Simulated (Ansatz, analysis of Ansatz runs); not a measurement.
# Cu-H pair in ZnO: local vibrational mode, r2SCAN, part 2 of 2

Subject: Cu-H pair in ZnO. Wanted: its local vibrational mode, in one set-up (r2SCAN, 72-site cell, r2SCAN lattice, 500 eV, k: the single point 1/4 1/4 1/4, anharmonic cut along the mode). The model is a cell of 72 host atoms with Cu put on another atom's site and H put in between. The frequencies come from force constants among the defect atom and its neighbours, with the masses of the isotopes named. A meta-GGA costs about twice a GGA and mends lattice constants and part of the gap.

Ansatz 0.2.0; r2SCAN, 72-site cell, r2SCAN lattice, 500 eV, k: the single point 1/4 1/4 1/4, anharmonic cut along the mode.

So far. Step 2 (Relaxation, charge 0): Neighbours of the added atoms: H73: O28 0.99, Cu38 1.91, Zn25 2.44 Å.

## 3. Local vibrational modes

A local mode lives on the defect and the atoms next to it, so only the sites listed in the input are displaced, which costs far fewer SCF runs than the whole cell would.

This step: plane-wave PAW DFT, r2SCAN; finite-displacement force constants among the atoms nearest to a defect, the others at rest.

The input, modes/input.yaml:

```yaml
crystal:
  lattice:
    - [9.70585879, 0.0, 0.0]
    - [-4.85292939, 8.40552028, 0.0]
    - [0.0, 0.0, 10.42205779]
  atoms:
    - { symbol: Zn, position: [0.109847316, 0.222471649, 0.249688706] }
    - { symbol: Zn, position: [0.218935676, 0.109840658, -0.001583435] }
[... 3 atom lines left out ...]
    - { symbol: Zn, position: [0.20977661, 0.104939736, 0.502635522] }
[... 18 atom lines left out ...]
    - { symbol: Zn, position: [0.441691087, 0.218701321, 0.234788368] }
[... 2 atom lines left out ...]
    - { symbol: O, position: [0.431502925, 0.200526801, 0.430067259] }
    - { symbol: Zn, position: [0.441126261, 0.220753259, 0.751587841] }
    - { symbol: Zn, position: [0.559425897, 0.104706176, 0.501807828] }
[... 2 atom lines left out ...]
    - { symbol: Zn, position: [0.44555957, 0.55296238, 0.254949687] }
[... 1 atom line left out ...]
    - { symbol: O, position: [0.55320976, 0.441591823, 0.185993551] }
    - { symbol: O, position: [0.44776596, 0.552574133, 0.441553962] }
[... 1 atom line left out ...]
    - { symbol: Cu, position: [0.623907208, 0.508338094, 0.541499411] }
    - { symbol: O, position: [0.547745729, 0.445321996, 0.708855557] }
[... 20 atom lines left out ...]
    - { symbol: O, position: [0.793725872, 0.566216739, 0.428692591] }
[... 12 atom lines left out ...]
    - { symbol: H, position: [0.485474144, 0.313020363, 0.456594933] }
basis:
  ecutwfc: 500
  xc_grid: 2
hamiltonian:
  xc: r2scan
kpoints:
  mp_grid: { grid: [1, 1, 1], shift: [0.25, 0.25, 0.25] }
scf:
  occupations: { method: fermi_dirac, width: 0.01 }
  max_iter: 120
output: {}
checkpoint:
  read: "../relax.run"
phonons:
  supercell: [1, 1, 1]
  displaced_sites: [5, 24, 27, 37, 72]
```

The run is started by

```sh
$ ansatz run input.yaml --threads 8 --pin off --max-ram 14131MiB --backend cpu --events-out ev --progress --plain --runs-dir out
```

Numbers of over 12 decimals in the logs are rounded to 6 here.

Output:

```text
[...]
Warning: basis.xc_grid 2: finite-displacement phonons take 5 at the least, and a number is run as typed, so the frequencies can be off [figures from the program's tests cut]
[...]
Crystal: 73 atoms, lattice volume = 850.261 Å³
Basis set: ecut = 500 eV, 21585 PW (Γ), exchange–correlation on 144×144×160 points (8 copies of the dense FFT grid, shifted against one another)
Bands: 401, of which v1, the nominal top of the filled ones, is band 328 counted from 1 (327 counted from 0)
Symmetry: 1 space group operations
k-points: 1
[...]
Stability of the state it starts from, as read at its close in the unpolarized treatment: not read negative (Ritz values of 1 − χ₀K, real part plus size of imaginary part, from 1.1 to 1.5, by its mixing steps under no symmetry)
[...]
symmetry images taken by strict's conditions (phonons.symmetry_images: auto; settled by no image being taken that strict refuses)
  force constants formed among 5 of 73 sites (Zn 5, Zn 24, O 27, Cu 37, H 72); the other 68 at rest. The modes move the named sites alone.
  the frequencies, the zero-point energy and the sums are of the block with the acoustic sum rule laid on its rows. Row sums over every site: 5.0e-1 eV/Å² at the most
  transpose residual: 4.9e-4 eV/Å²
  largest component of a force at the reference: 3.0e-3 eV/Å on a named site, 3.8e-3 eV/Å on a site at rest
  frequencies among the named sites at Γ of the cell (cm⁻¹): 100.60 132.54 135.51 180.59 220.17 228.45 233.50 235.86 290.02 335.15 398.13 415.14 741.83 787.90 3291.11
  unstable modes among the named sites: 0
  frequencies as built, with no sum rule (cm⁻¹): 100.62 133.09 135.46 180.92 216.64 228.31 233.31 235.46 290.00 335.51 397.87 415.05 741.90 788.03 3291.06
  zero-point energy: 0.478982 eV/cell   skipped modes (ω ≤ 0): 0
  not written: the harmonic force-constant file, the file of eigenvectors (these modes' are written with the force constants), the density of states and the dispersion, which are of every site
[key lines of the parts left out:]
SCF converged after 2 iterations
Free energy (F): -143537.255453 eV
Fermi energy:    8.877169 eV
```

Wall time 8 min (8 threads of AMD EPYC 7B13 (Zen 3), shared host); peak memory 3 GiB; 59 min of CPU time.

The column dr2 measures how far the density is from self-consistency, as an energy; F and HF (Harris–Foulkes) agree once it is small.

Numbers from this step:

```
free energy : -143537.2555 eV
```

The modes with the largest weight on the probed atoms (the light atom of a pair), for the masses of each isotope. Modes of the displaced atoms (local only where they lie over the host's phonons):

| isotopes | mode (cm⁻¹) | share of the defect atoms |
| --- | --- | --- |
| H | 3291 | 0.942 |
| H | 788 | 0.944 |
| H | 741.9 | 0.911 |
| D | 2396 | 0.888 |
| D | 578.4 | 0.807 |
| D | 555.8 | 0.717 |

## 4. Point 1 along the mode

A light atom samples the curved part of its well, so the energy is mapped along the mode and the one-dimensional Schrödinger equation solved on it.

This step: plane-wave PAW DFT, r2SCAN; single point of a defect supercell.

The input, cut0/input.yaml:

```yaml
crystal:
  lattice:
    - [9.70585879, 0.0, 0.0]
    - [-4.85292939, 8.40552028, 0.0]
    - [0.0, 0.0, 10.42205779]
  atoms:
    - { symbol: Zn, position: [0.109847316, 0.222471649, 0.249688706] }
    - { symbol: Zn, position: [0.218935676, 0.109840658, -0.001583435] }
[... 3 atom lines left out ...]
    - { symbol: Zn, position: [0.209788993, 0.104947202, 0.502632304] }
[... 18 atom lines left out ...]
    - { symbol: Zn, position: [0.441691375, 0.218702029, 0.234798777] }
[... 2 atom lines left out ...]
    - { symbol: O, position: [0.432498268, 0.202615581, 0.430558181] }
    - { symbol: Zn, position: [0.441126261, 0.220753259, 0.751587841] }
    - { symbol: Zn, position: [0.559425897, 0.104706176, 0.501807828] }
[... 2 atom lines left out ...]
    - { symbol: Zn, position: [0.44555957, 0.55296238, 0.254949687] }
[... 1 atom line left out ...]
    - { symbol: O, position: [0.55320976, 0.441591823, 0.185993551] }
    - { symbol: O, position: [0.44776596, 0.552574133, 0.441553962] }
[... 1 atom line left out ...]
    - { symbol: Cu, position: [0.623897576, 0.508328652, 0.541492971] }
    - { symbol: O, position: [0.547745729, 0.445321996, 0.708855557] }
[... 20 atom lines left out ...]
    - { symbol: O, position: [0.793725872, 0.566216739, 0.428692591] }
[... 12 atom lines left out ...]
    - { symbol: H, position: [0.469620943, 0.279464423, 0.448844477] }
basis:
  ecutwfc: 500
  xc_grid: 2
hamiltonian:
  xc: r2scan
kpoints:
  mp_grid: { grid: [1, 1, 1], shift: [0.25, 0.25, 0.25] }
scf:
  occupations: { method: fermi_dirac, width: 0.01 }
  max_iter: 120
output:
  forces: true
checkpoint:
  read: "../relax.run"
```

Output:

```text
[...]
Warning: checkpoint.read: the run can stay near the saved state's solution: 5 site(s) moved relative to the saved geometry (max |Δs| = 3.356e-2 fractional); [...]
[...]
Crystal: 73 atoms, lattice volume = 850.261 Å³
Basis set: ecut = 500 eV, 21585 PW (Γ), exchange–correlation on 144×144×160 points (8 copies of the dense FFT grid, shifted against one another)
Bands: 401, of which v1, the nominal top of the filled ones, is band 328 counted from 1 (327 counted from 0)
Symmetry: 1 space group operations
[...]
k-points: 1
[...]
SCF iter   4: F=—  HF=-143532.571647 eV  |F-HF|=—  |Δ(HF+E_count)|=   1.93e-3  Δρ=3.36e-3  dr2=5.58e-2  dr2_τ=1.14e-3  ethr=6.82e-6  ⟨swp⟩=3.0  Hψ=962  notcnv=0  defer=46
[...]
Free energy (F): -143532.561234 eV
[...]
Internal energy: -143532.561234 eV  (E = F + TS)
E sigma→0 (E₀):  -143532.561234 eV
Fermi energy:    8.947179 eV
[...]
--- Forces (eV/Å), atoms counted from 1 ---
  atom   1  Zn    -0.01954227     0.01141247    -0.01254153
  atom   2  Zn    -0.00227091    -0.00230562    -0.01991525
  [... 3 atoms left out ...]
  atom   6  Zn    -0.10210230    -0.09193866     0.03433734
  [... 18 atoms left out ...]
  atom  25  Zn     0.00058436    -0.01210231    -0.14458523
  [... 2 atoms left out ...]
  atom  28  O      0.89836583   -44.23986977   -13.04442878
  atom  29  Zn    -0.00107948     0.04870604     0.00964645
  atom  30  Zn     0.09450426    -0.08055274     0.02986879
  [... 5 atoms left out ...]
  atom  36  O     -0.02107449    -0.01752489    -0.02328025
  [... 1 atom left out ...]
  atom  38  Cu     0.03391310    -0.01815364     0.02156048
  atom  39  O     -0.03048079    -0.04583603     0.02138221
  [... 20 atoms left out ...]
  atom  60  O      0.02793027    -0.02391759    -0.06931809
  [... 12 atoms left out ...]
  atom  73  H     -0.88813347    44.43711916    13.11422300
  max |Σ_I F_I| component: 1.21e-1 eV/Å
[key lines of the parts left out:]
SCF converged after 11 iterations
```

Elapsed: 20 s, on 8 threads; peak memory 2.8 GiB; 2.4 min of CPU time.

Numbers from this step:

* free energy: -143532.5612 eV

The series, run alike:

```csv
run,outcome,energy less the first (eV),moment (μB),time
point 1 along the mode,converged,0.0000,0.00,20 s
point 2 along the mode,converged,-2.7751,0.00,18 s
point 3 along the mode,converged,-3.9795,0.00,18 s
point 4 along the mode,converged,-4.5515,0.00,19 s
point 5 along the mode,converged,-4.6015,0.00,17 s
point 6 along the mode,converged,-4.3926,0.00,18 s
point 7 along the mode,converged,-4.1559,0.00,18 s
point 8 along the mode,converged,-3.8763,0.00,18 s
point 9 along the mode,converged,-3.6031,0.00,19 s
```

## 5. Anharmonic fundamental

Analysis of the runs above: one-dimensional Schroedinger equation on a polynomial through r2SCAN energies along the local mode.

It gives:

| Item | Value |
| --- | --- |
| stretch | 3025 cm⁻¹ |
| stretch d | 2243 cm⁻¹ |
| stretch harmonic | 3291 cm⁻¹ |
| stretch d harmonic | 2395 cm⁻¹ |

Table of energy by normal coordinate:

| normal coordinate (amu½ Å) | energy (eV) |
| --- | --- |
| -0.304 | 4.69 |
| -0.223 | 1.92 |
| -0.152 | 0.715 |
| -0.076 | 0.143 |
| 0.000 | 0 |
| 0.076 | 0.0927 |
| 0.152 | 0.302 |
| 0.223 | 0.538 |
| 0.304 | 0.818 |
| 0.385 | 1.09 |

## 6. Outcome

| Quantity | Value |
| --- | --- |
| distance from the defect atom to its nearest neighbour | 0.985 Å |
| O-H stretch, 1H | 3025 cm⁻¹ |
| O-D stretch, 2H | 2243 cm⁻¹ |
| time of the whole chain | 14 min on 8 threads |

**Reading.** O-H stretch, 1H: computed 3025 cm⁻¹, measured 3191.8 cm⁻¹; 167 cm⁻¹ (5 %) below the measurement. O-D stretch, 2H: computed 2243 cm⁻¹, measured 2379 cm⁻¹; 136 cm⁻¹ (6 %) below the measurement. The anharmonic cut moves the O-H stretch, 1H from 3291 to 3025 cm⁻¹; a straight cut leaves out the coupling to the other modes. Only the named neighbours move, so modes near the host's band are approximate.

[Logs are printed without paths, hosts, clocks, repeated set-up lines and the standing remarks that a program may print on its own settings, such as how far it seeks lower states.]

[Hosts, paths, dates, database ids (printed as entryN), source tags and the programs' standing remarks are cut or masked in the printed files.]

[For some hosts the program warned that the k-mesh of the response run may be too coarse for force constants and the static dielectric constant; such warnings are not shown here.]
